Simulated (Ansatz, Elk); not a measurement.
# NbAl2Tl3: X-ray structure factors from the self-consistent density

Structure refinements treat a crystal as free atoms side by side. For a made-up structure of NbAl2Tl3 (cell and positions from a PBE relaxation) the runs below show what the calculated density changes in F(hkl).

Program: Elk 11.2.3 (patched build). Level of theory: DFT, PBE, all-electron APW+lo, Dirac cores, scalar-relativistic bands, static density, no spin. Results are calculated unless marked as measured.

This account leaves out most program logs.

The structure was built from a prototype and need not be the compound's stable phase.

**1. The starting structure**

Symmetry: P-3m1, No. 164, trigonal system. The conventional cell has a = 4.407 Å, b = 4.407 Å, c = 9.262 Å, α = 90.00°, β = 90.00°, γ = 120.00°. Nearest to Tl lie 6 Tl at 3.40 Å. Nearest to Tl lie 4 Al at 2.90 to 3.36 Å and 3 Tl at 3.40 Å. Nearest to Nb lie 6 Al at 2.73 Å. Nearest to Al lie 3 Nb at 2.73 Å and 3 Tl at 2.90 Å. Farther neighbours are not listed.

**2. Ground state and structure factors**

An all-electron density is needed, since X-rays see the cores too. Task 0 finds the density and task 195 Fourier-transforms it; tshift is off so that phases refer to the origin typed.

The input, elk.in:

```
tasks
  0
  195

xctype
  20

spinpol
  .false.

rgkmax
  7.0

gmaxvr
  14.0

lmaxo
  7

lmaxapw
  8

swidth
  0.002

tshift
  .false.

ramdisk
  .false.

hmaxvr
  5.5

maxscl
  120

epspot
  1e-06

sppath
  './'

avec
  8.32711043444 0.00000000000 -0.00000000000
  -4.16355521722 7.21148917635 0.00000000000
  -0.00000000000 0.00000000000 17.50316563725

atoms
  3
  'Tl.in'
  3
  0.0000000000 -0.0000000000 -0.0000000000   0.000000 0.000000 0.000000
  0.6666666667 0.3333333333 0.2435623511   0.000000 0.000000 0.000000
  0.3333333333 0.6666666667 0.7564376489   0.000000 0.000000 0.000000
  'Nb.in'
  1
  -0.0000000000 0.0000000000 0.5000000000   0.000000 0.000000 0.000000
  'Al.in'
  2
  0.6666666667 0.3333333333 0.6066294947   0.000000 0.000000 0.000000
  0.3333333333 0.6666666667 0.3933705053   0.000000 0.000000 0.000000

ngridk
  6 6 3
```

Command:

```
$ OMP_NUM_THREADS=4 elk
```

Run time: 47 s. Hardware: 4 threads of Arm Neoverse V2, shared host; peak memory 0.3 GiB; 1.9 min of CPU time.

SFACRHO.OUT:

```text

h k l indices transformed by vhmat matrix:
   1.000000000       0.000000000       0.000000000    
   0.000000000       1.000000000       0.000000000    
   0.000000000       0.000000000       1.000000000    

      h      k      l  multipl.   |H|            Re(F)            Im(F)           |F|

      0      0      0      1   0.0000000       310.00000      0.36140495E-16   310.00000    
      0      0     -1      2  0.35897422       26.597006     -0.11851669E-13   26.597006    
      0      0     -2      2  0.71794845      -33.398789      0.36466672E-14   33.398789    
      0      1      0      6  0.87127432       25.285283      -0.0000000       25.285283    
      1      0      1      6  0.94232767       159.62389      0.18233336E-14   159.62389    
      0      1      1      6  0.94232767      -72.827004      0.11851669E-13   72.827004    
      0      0     -3      2   1.0769227       28.660550     -0.25526671E-13   28.660550    
     -1      0      2      6   1.1289681       147.18702     -0.27350004E-13   147.18702    
     -1      0     -2      6   1.1289681       200.01278     -0.36466672E-14   200.01278    
     -1      1     -3      6   1.3852369       172.01696     -0.30085005E-13   172.01696    
      0      1     -3      6   1.3852369      -90.265260      0.20056670E-13   90.265260    
      0      0      4      2   1.4358969       215.83349     -0.41480840E-13   215.83349    
     -1      2      0      6   1.5090914       247.63072      0.49996256E-17   247.63072    
      1      1     -1     12   1.5511993       27.572808      0.63816677E-14   27.572808    
     -2      1      2     12   1.6711693      -30.554766     -0.36466672E-14   30.554766    
     -1      0      4      6   1.6795591       49.641265     -0.12763335E-13   49.641265    
     -1      1      4      6   1.6795591       26.639895      0.17321669E-13   26.639895    
      0      2      0      6   1.7425486       21.061589      -0.0000000       21.061589
```

Elk indexes on the primitive cell of elk.in and gives |H| = 4π sin θ/λ in inverse bohr. Below, one row stands for each form hkl of the conventional cell (m members, Friedel mates merged), F is for one primitive cell and the density is static (no thermal factor). Free-atom factors are Waasmaier and Kirfel's, and R is Σm||F|−|F'||/Σm|F|.

```csv
hkl,m,sin θ/λ (Å⁻¹),"abs F, DFT",neutral atoms,diff.
001,2,0.054,26.597,26.843,-0.246
002,2,0.108,33.399,33.456,-0.057
100,6,0.131,25.285,25.449,-0.164
101,6,0.142,159.624,159.612,+0.012
011,6,0.142,72.827,73.040,-0.213
003,2,0.162,28.661,28.625,+0.036
012,6,0.170,147.187,147.713,-0.526
102,6,0.170,200.013,200.290,-0.277
013,6,0.208,172.017,172.020,-0.003
103,6,0.208,90.265,90.666,-0.400
004,2,0.216,215.833,216.393,-0.560
110,6,0.227,247.631,248.465,-0.834
111,12,0.233,27.573,27.190,+0.383
112,12,0.251,30.555,30.563,-0.008
```

**3. The highest occupied states alone**

An energy window below the Fermi level keeps the highest occupied states, to see at which angles they scatter; shallow core shells can lie inside it and anion s states outside. No new self-consistency is needed.

elk.in: that of step 2 with these lines changed.

```diff
@@ -1,3 +1,2 @@
 tasks
-  0
   195
@@ -40,2 +39,5 @@
 
+wsfac
+  -0.360060 0.491180
+
 sppath
```

Command:

```
$ OMP_NUM_THREADS=4 elk
```

The job ended after 20 s (4 threads; peak memory 0.2 GiB).

States within 15 eV below the Fermi level hold 50.00 electrons; any levels below the window count with the cores. Their amplitudes can exceed the total, where window and core parts have opposite phase:

```csv
hkl,sin θ/λ (Å⁻¹),"abs F, window","abs F, all"
001,0.054,4.636,26.597
002,0.108,6.120,33.399
100,0.131,1.048,25.285
101,0.142,19.254,159.624
011,0.142,6.381,72.827
003,0.162,4.266,28.661
012,0.170,12.326,147.187
102,0.170,15.877,200.013
013,0.208,13.576,172.017
103,0.208,3.676,90.265
```

**4. Another try**

In this try the input is made faulty on purpose, to show what that does.

The input is changed as shown.

elk.in: that of step 3 with these lines changed.

```diff
@@ -1,2 +1,3 @@
 tasks
+  0
   195
@@ -39,5 +40,2 @@
 
-wsfac
-  -0.360060 0.491180
-
 sppath
@@ -65,3 +63,3 @@
 
-ngridk
+ngrid
   6 6 3
```

Command:

```
$ OMP_NUM_THREADS=4 elk
```

Wall time 0.01 s (4 threads); peak memory 0.16 GiB.

The input was rejected at the start.

The program's message: “Error(readinput): invalid block name : ngrid”

A key was misspelt on purpose.

**5. Another functional**

The difference from free atoms is small, so it is set against the change that PBEsol makes.

elk.in: that of step 4 with these lines changed.

```diff
@@ -5,3 +5,3 @@
 xctype
-  20
+  22
 
@@ -63,3 +63,3 @@
 
-ngrid
+ngridk
   6 6 3
```

Command:

```
$ OMP_NUM_THREADS=4 elk
```

Run time: 47 s. Hardware: 4 threads; peak memory 0.3 GiB.

Against the first run R = 0.01 %; the largest change is -0.041 at 102.

**6. Basis size**

The basis and the expansions that go with it are enlarged, to see whether the differences are converged.

elk.in: that of step 5 with these lines changed.

```diff
@@ -5,3 +5,3 @@
 xctype
-  22
+  20
 
@@ -11,12 +11,12 @@
 rgkmax
-  7.0
+  8.5
 
 gmaxvr
-  14.0
+  18.0
 
 lmaxo
-  7
+  9
 
 lmaxapw
-  8
+  10
```

Command:

```
$ OMP_NUM_THREADS=4 elk
```

Elapsed: 2 min, on 4 threads; peak memory 0.58 GiB; 4.7 min of CPU time.

Against the first run R = 0.00 %; the largest change is -0.015 at 300.

**7. Settings against the effect**

```csv
run,R against the first run (%),"R against neutral atoms, low angle (%)",wall time
"PBE, rgkmax 7",0.00,0.21,47 s
PBEsol,0.01,0.22,47 s
rgkmax 8.5 with larger expansions,0.00,0.21,2 min
```

**8. Results**

```yaml
r_against_neutral_atoms_sin_theta_lambda_0p3_a_minus1: 0.21 %
r_against_neutral_atoms_0p3_to_0p61_a_minus1: 0.09 %
```

Independent neutral atoms miss the calculated amplitudes by R = 0.21 % below 0.3 Å⁻¹ and 0.09 % from there to 0.61 Å⁻¹; by shells, 0.18 % below 0.15 Å⁻¹ (5 forms), 0.22 % 0.15 to 0.3 (18 forms), 0.12 % 0.3 to 0.45 (41 forms), 0.07 % above 0.45 (85 forms). Bonding, aspherical density and the tables' own atoms all enter these figures, and the runs don't part them. The largest change of an amplitude is -0.83 electrons, at 110. The window's part falls from 50.0 electrons at the origin to at most 0.93 between 0.45 and 0.61 Å⁻¹, where compact states inside the window still scatter. The window holds more than the 20 outer electrons of the free atoms, so shallow core shells lie inside it. Below 0.3 Å⁻¹ the changes that finished (PBEsol and rgkmax 8.5 with larger expansions) move F by R = 0.01 % at most, against the 0.21 % that separates it from free atoms. The k-mesh has no finished test. These runs have no spin, though d or f shells may be open. Spin-orbit coupling is left out, which can matter for elements this heavy. Part of the difference isn't bonding: the tables are fits to free atoms and ions calculated by other methods than this functional. Thermal motion, anomalous dispersion and extinction are left out.

[Logs are printed without paths, hosts, clocks, repeated set-up lines and the standing remarks that a program may print on its own settings, such as how far it seeks lower states.]

[Hosts, paths, dates, database ids (printed as entryN), source tags and the programs' standing remarks are cut or masked in the printed files.]
